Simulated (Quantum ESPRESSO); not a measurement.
# Near-edge structure at the S K edge of YS (Fm-3m), part 3 of 3

What does one-electron theory with a core hole give for the S K edge of YS (Fm-3m)?

Quantum ESPRESSO 7.5; X-ray absorption near-edge structure, plane-wave PAW LDA, one-electron final states by a Lanczos continued fraction.

So far. Step 8 (Spectrum with XCH, S atom 2): Main maxima below 24 eV (height): 2.1 eV (1.62), 3.2 eV (1.76), 4.8 eV (1.64), 6.7 eV (1.56), 8.2 eV (1.24) and 20.8 eV (1.12).  Step 8 (Spectrum with XCH, S atom 2): The total-energy difference is 2475.51 eV. One term is added: -16.82 eV, since the hole is spin-paired here and a spin-polarised one costs that much less in the free atom (computed apart). The photon energy is then 2458.69 eV.

### 9. Another broadening

The final state's lifetime shortens with energy, so measured features broaden above the edge; the saved Lanczos coefficients are redrawn with a width that grows.

File xspectra_plot.in:

```
&input_xspectra
   calculation='xanes_dipole', edge='K'
   prefix='x', outdir='tmp', xiabs=2, xe0=12.5274
   xonly_plot=.true., x_save_file='xanes.sav'
   xniter=3000, xcheck_conv=20, xerror=0.005
   xcoordcrys=.false., xepsilon(1)=1, xepsilon(2)=0, xepsilon(3)=0
/
&plot
   xnepoint=413, xemin=-10, xemax=45, terminator=.true., cut_occ_states=.true.
   gamma_mode='variable', gamma_energy(1)=4, gamma_energy(2)=25, gamma_value(1)=0.3, gamma_value(2)=2.5
/
&pseudos
   filecore='../S.wfc'
/
&cut_occ
   cut_desmooth=0.1, cut_stepl=0.05, cut_stepu=0.05, cut_ierror=1e-5
/
6 6 6 0 0 0
```

Command:

```
> OMP_NUM_THREADS=1 xspectra.x -in xspectra_plot.in > xspectra_plot.out
```

What it wrote:

```text
     [... banner and references ...]
Reading input_file
     -------------------------------------------------------------------------

     calculation: xanes_dipole

     xonly_plot: TRUE
        => only the spectrum plot

     main plot parameters:
        cut_occ_states: TRUE
        gamma_mode:  variable
        -> first, constant up to point ( 4.00, 0.30) [eV]
        -> then, linear up to point (25.00, 2.50) [eV]
        -> finally, constant up to xemax
        xemin [eV]: -10.00
        xemax [eV]:  45.00
        xnepoint:  413
[...]
xemin [eV]: -10.00
        xemax [eV]:  45.00
        xnepoint:  413
        energy-dependent broadening parameter:
         -> first, constant up to point ( 4.00, 0.30) [eV]
         -> then, linear up to point (25.00, 2.50) [eV]
         -> finally, constant up to xemax
        Core level energy [eV]:  -2472.
         (from electron binding energy of neutral atoms in X-ray data booklet)

     Cross-section successfully written in xanes.dat

     -------------------------------------------------------------------------
                                END JOB XSpectra
     -------------------------------------------------------------------------
[key lines of the parts left out:]
Fermi level [eV]:  12.7342
```

The job ended after 2.8 s (1 MPI rank of Intel Xeon Platinum 8488C (Sapphire Rapids), shared host; peak memory 0.05 GiB).

With a Lorentzian half width 0.3 eV up to 4 eV, rising linearly to 2.5 eV at 25 eV, the maxima are 2.1 eV (1.71), 3.2 eV (1.92), 4.8 eV (1.64), 6.7 eV (1.41) and 13.0 eV (0.82).

### 10. Another broadening

The saved Lanczos coefficients are redrawn with another constant width, to see how the features depend on it.

Edit xspectra_plot.in of step 9 so:

```diff
@@ -9,3 +9,3 @@
    xnepoint=413, xemin=-10, xemax=45, terminator=.true., cut_occ_states=.true.
-   gamma_mode='variable', gamma_energy(1)=4, gamma_energy(2)=25, gamma_value(1)=0.3, gamma_value(2)=2.5
+   xgamma=0.15
 /
```

What it wrote:

```text
     [... banner and references ...]
Reading input_file
     -------------------------------------------------------------------------

     calculation: xanes_dipole

     xonly_plot: TRUE
        => only the spectrum plot

     main plot parameters:
        cut_occ_states: TRUE
        gamma_mode:  constant
        -> using xgamma [eV]:  0.15
        xemin [eV]: -10.00
        xemax [eV]:  45.00
        xnepoint:  413
        xe0 [eV]:  12.527400 (energy zero read in input file)

     WARNING: variable ef_r is obsolete

[...]
Using the following parameters:
        xe0 [eV]:   12.5274
        the occupied states are elimintate from the spectrum
        xemin [eV]: -10.00
        xemax [eV]:  45.00
        xnepoint:  413
        constant broadening parameter [eV]:    0.150
        Core level energy [eV]:  -2472.
         (from electron binding energy of neutral atoms in X-ray data booklet)

     Cross-section successfully written in xanes.dat

     -------------------------------------------------------------------------
                                END JOB XSpectra
     -------------------------------------------------------------------------
[key lines of the parts left out:]
Fermi level [eV]:  12.7342
```

Run time: 2.8 s. Hardware: 1 MPI rank; peak memory 0.05 GiB.

With a Lorentzian half width 0.15 eV, the maxima are 0.7 eV (0.76), 1.6 eV (1.85), 2.0 eV (1.97), 3.1 eV (2.31), 4.7 eV (2.35), 5.4 eV (1.73) and 6.6 eV (1.93).

### 11. Supercell without a hole, the energy reference

The cutoff changes for the next run, so it gets a reference energy of its own.

File scf.in:

```
&control
   calculation='scf', prefix='x', pseudo_dir='../pp', outdir='tmp', tprnfor=.true.
/
&system
   ibrav=0, nat=8, ntyp=2, nbnd=42
   ecutwfc=35, ecutrho=250
   occupations='smearing', smearing='mv', degauss=0.015
/
&electrons
   conv_thr=8.0e-08, electron_maxstep=120
   mixing_beta=0.5
/
ATOMIC_SPECIES
Y 1.0 Y.lda-spn-kjpaw.UPF
S 1.0 S.lda-nl-kjpaw.UPF
CELL_PARAMETERS angstrom
  0.00000000 0.00000000 5.48730000
  5.48730000 0.00000000 0.00000000
  0.00000000 5.48730000 0.00000000
ATOMIC_POSITIONS crystal
Y    0.50000000 0.50000000 0.50000000
Y    0.50000000 0.00000000 0.00000000
Y    0.00000000 0.00000000 0.50000000
Y    0.00000000 0.50000000 0.00000000
S    0.00000000 0.00000000 0.00000000
S    0.00000000 0.50000000 0.50000000
S    0.50000000 0.50000000 0.00000000
S    0.50000000 0.00000000 0.50000000
K_POINTS automatic
5 5 5 0 0 0
```

Command:

```
> OMP_NUM_THREADS=1 mpirun --oversubscribe --bind-to none -np 4 pw.x -nk 4 -in scf.in > scf.out
```

What it wrote:

```text
     [... banner and references ...]
[banner, memory and clock lines left out]
Found identity + (  0.0000  0.5000  0.5000) symmetry
     This is a supercell, fractional translations are disabled
     using ibrav=0 with symmetry is DISCOURAGED, use correct ibrav instead

     G-vector sticks info

     bravais-lattice index     =            0
     lattice parameter (alat)  =      10.3695  a.u.
     unit-cell volume          =    1114.9945 (a.u.)^3
[...]
atom    1 type  1   force =     0.00000000    0.00000000    0.00000000
     atom    2 type  1   force =     0.00000000    0.00000000    0.00000000
     atom    3 type  1   force =     0.00000000    0.00000000    0.00000000
[...]
atom    7 type  2   force =     0.00000000    0.00000000    0.00000000
     atom    8 type  2   force =     0.00000000    0.00000000    0.00000000

     Total force =     0.000000     Total SCF correction =     0.000000

     XML data file, charge density, pseudopotentials, collected wavefunctions
[key lines of the parts left out:]
!    total energy              =   -1356.15353290 Ry
the Fermi energy is    12.4382 ev
convergence has been achieved in   9 iterations
```

Run time: 11 s. Hardware: 4 MPI ranks; peak memory 0.16 GiB.

### 12. Supercell with XCH, S atom 2

A test of how far the result depends on this setting.

Changed against the first core-hole run: cutoff (Ry) to 35 and density cutoff (Ry) to 250.

Edit scf.in of step 11 so:

```diff
@@ -4,3 +4,3 @@
 &system
-   ibrav=0, nat=8, ntyp=2, nbnd=42
+   ibrav=0, nat=8, ntyp=3, nbnd=43
    ecutwfc=35, ecutrho=250
@@ -14,2 +14,3 @@
 Y 1.0 Y.lda-spn-kjpaw.UPF
+S0 1.0 S.lda-nl-kjpaw-1sch.UPF
 S 1.0 S.lda-nl-kjpaw.UPF
@@ -24,3 +25,3 @@
 Y    0.00000000 0.50000000 0.00000000
-S    0.00000000 0.00000000 0.00000000
+S0   0.00000000 0.00000000 0.00000000
 S    0.00000000 0.50000000 0.50000000
```

What it wrote:

```text
     [... banner and references ...]
[banner, memory and clock lines left out]
using ibrav=0 with symmetry is DISCOURAGED, use correct ibrav instead

     G-vector sticks info

     bravais-lattice index     =            0
     lattice parameter (alat)  =      10.3695  a.u.
     unit-cell volume          =    1114.9945 (a.u.)^3
     number of atoms/cell      =            8
     number of atomic types    =            3
[...]
atom    1 type  1   force =     0.00000000    0.00000000    0.00000000
     atom    2 type  1   force =     0.00000000    0.00000000    0.00000000
     atom    3 type  1   force =     0.00000000    0.00000000    0.00000000
[...]
atom    7 type  3   force =     0.00000000    0.00000000    0.00000000
     atom    8 type  3   force =     0.00000000    0.00000000    0.00000000

     Total force =     0.000000     Total SCF correction =     0.000000

     XML data file, charge density, pseudopotentials, collected wavefunctions
[key lines of the parts left out:]
!    total energy              =   -1356.12907372 Ry
the Fermi energy is    12.5350 ev
convergence has been achieved in   9 iterations
```

Elapsed: 11 s, on 4 MPI ranks; peak memory 0.16 GiB.

### 13. Spectrum with XCH, S atom 2

Changed against the first core-hole run: cutoff (Ry) to 35 and density cutoff (Ry) to 250.

File xspectra.in:

```
&input_xspectra
   calculation='xanes_dipole', edge='K'
   prefix='x', outdir='tmp', xiabs=2, xe0=12.535
   xonly_plot=.false., x_save_file='xanes.sav'
   xniter=3000, xcheck_conv=20, xerror=0.005
   xcoordcrys=.false., xepsilon(1)=1, xepsilon(2)=0, xepsilon(3)=0
/
&plot
   xnepoint=413, xemin=-10, xemax=45, terminator=.true., cut_occ_states=.true.
   xgamma=0.4
/
&pseudos
   filecore='../S.wfc'
/
&cut_occ
   cut_desmooth=0.1, cut_stepl=0.05, cut_stepu=0.05, cut_ierror=1e-5
/
6 6 6 0 0 0
```

Command:

```
> OMP_NUM_THREADS=1 mpirun --oversubscribe --bind-to none -np 4 xspectra.x -nk 4 -in xspectra.in > xspectra.out
```

What it wrote:

```text
     [... banner and references ...]
Reading input_file

     calculation: xanes_dipole

     xepsilon  [cartesian coordinates]:   1.000000   0.000000   0.000000

     xonly_plot: FALSE
        => complete calculation: Lanczos + spectrum plot

     filecore (core-wavefunction file): ../S.wfc

     main plot parameters:
        cut_occ_states: TRUE
        gamma_mode:  constant
        -> using xgamma [eV]:  0.40
        xemin [eV]: -10.00
        xemax [eV]:  45.00
        xnepoint:  413
        xe0 [eV]:  12.535000 (energy zero read in input file)

[...]
Results of STEP 1 successfully written in x_save_file
     x_save_file name:
     ->  xanes.sav
     x_save_file version:  2

     ... End STEP 1 ...

     ... Begin STEP 2 ...

     The spectrum is calculated using the following parameters:
        xe0 [eV]:   12.5350
        the occupied states are elimintate from the spectrum
        xemin [eV]: -10.00
        xemax [eV]:  45.00
        xnepoint:  413
        constant broadening parameter [eV]:    0.400
        Core level energy [eV]:  -2472.
         (from electron binding energy of neutral atoms in X-ray data booklet)

     Cross-section successfully written in xanes.dat

     ... End STEP 2 ...

                                END JOB XSpectra
```

Run time: 46 s. Hardware: 4 MPI ranks; peak memory 0.12 GiB.

These settings depart from the first run's and aren't meant as converged.

The scaled spectrum changes by 3 % r.m.s. The highest intensity below 16 eV goes from 3.2 eV (1.76) to 3.1 eV (1.75).

```csv
E (eV),first run,this run
-2.0,0.07,0.07
-0.5,0.19,0.20
1.0,0.81,0.84
2.5,1.47,1.44
4.0,1.00,1.00
5.5,1.34,1.29
7.0,1.41,1.35
8.5,1.17,1.15
10.0,0.52,0.50
11.5,0.94,0.92
13.0,0.90,0.89
14.5,0.64,0.65
16.0,0.88,0.88
17.5,0.89,0.89
19.0,0.74,0.75
20.5,1.01,1.04
22.0,1.04,1.04
23.5,0.95,0.95
25.0,1.50,1.44
26.5,1.54,1.53
28.0,0.98,1.02
29.5,0.58,0.57
31.0,0.74,0.73
```

### 14. What the core hole does

Both curves are counted from their own zero, so only the shift of weight within the empty states shows.

```csv
E (eV),no hole,XCH
-2.0,0.05,0.07
-1.0,0.09,0.12
0.0,0.31,0.40
1.0,0.58,0.81
2.0,0.89,1.60
3.0,1.34,1.68
4.0,1.23,1.00
5.0,0.92,1.58
6.0,1.33,1.18
7.0,2.03,1.41
8.0,1.65,1.21
9.0,1.32,0.88
10.0,0.80,0.52
11.0,0.67,0.81
12.0,1.09,0.78
13.0,0.68,0.90
14.0,0.85,0.75
15.0,0.59,0.63
16.0,0.97,0.88
17.0,0.91,0.98
18.0,0.89,0.80
19.0,0.76,0.74
20.0,0.58,0.92
21.0,0.88,1.11
22.0,0.96,1.04
23.0,0.78,0.74
24.0,0.80,1.05
25.0,1.22,1.50
26.0,1.44,1.44
27.0,1.44,1.57
28.0,1.69,0.98
29.0,1.07,0.69
30.0,0.71,0.56
31.0,0.84,0.74
32.0,0.64,0.94
```

With each curve scaled to its own mean, the area from −2 to 6 eV with the hole is 7.9 against 6.1, and the centre of weight from −1 to 20 eV moves by -0.5 eV: the hole pulls the absorber's empty states down.

### 15. Summary of results

| Quantity | Value |
| --- | --- |
| absorber and edge | S K, atom 2 of the ground-state input (counted from 1) |
| surroundings | 6 Y at 2.74 Å (octahedral, site symmetry m-3m) |
| highest intensity below 16 eV | 3.2 eV above the zero, height 1.76 |
| photon energy of the zero, with the added terms | 2458.7 eV (raw 2475.5 eV; LDA puts this hole about 9 eV below PBE, itself good to a few eV) |

What this shows: The S K edge of atom 2, with 6 Y at 2.74 Å (octahedral, site symmetry m-3m), has its highest intensity of the first 16 eV at 3.2 eV above the zero, near 2462 eV in photon energy (LDA puts this hole about 9 eV below PBE, itself good to a few eV), 1.8 times the mean level of the first 20 eV (Lorentzian half width 0.4 eV). With each curve scaled to its own mean, the area from −2 to 6 eV with the hole is 7.9 against 6.1, and the centre of weight from −1 to 20 eV moves by -0.5 eV: the hole pulls the absorber's empty states down. The primitive cell holds an odd number of electrons, so a spin-paired run has to come out metallic; that is right for a metal, but some such compounds are magnetic or distorted insulators. The holes are only 5.5 Å apart, so the shape is probably not converged with cell size; no larger cell was run here. The structure is a published determination, not relaxed.

[Banner, clock and machine lines of the logs are left out without a mark of their own.]

[Logs are printed without paths, hosts, clocks, repeated set-up lines and the standing remarks that a program may print on its own settings, such as how far it seeks lower states.]

[Hosts, paths, dates, database ids (printed as entryN), source tags and the programs' standing remarks are cut or masked in the printed files.]

[Lists of maxima count a maximum above −3 eV only where it reaches 4 % of the highest in the window and stands out from its surroundings by 2 % of it (1.5 % where it reaches 55 %); shoulders and weaker maxima are passed over, and of the rest the first, up to two pre-edge ones and the few strongest are named.]
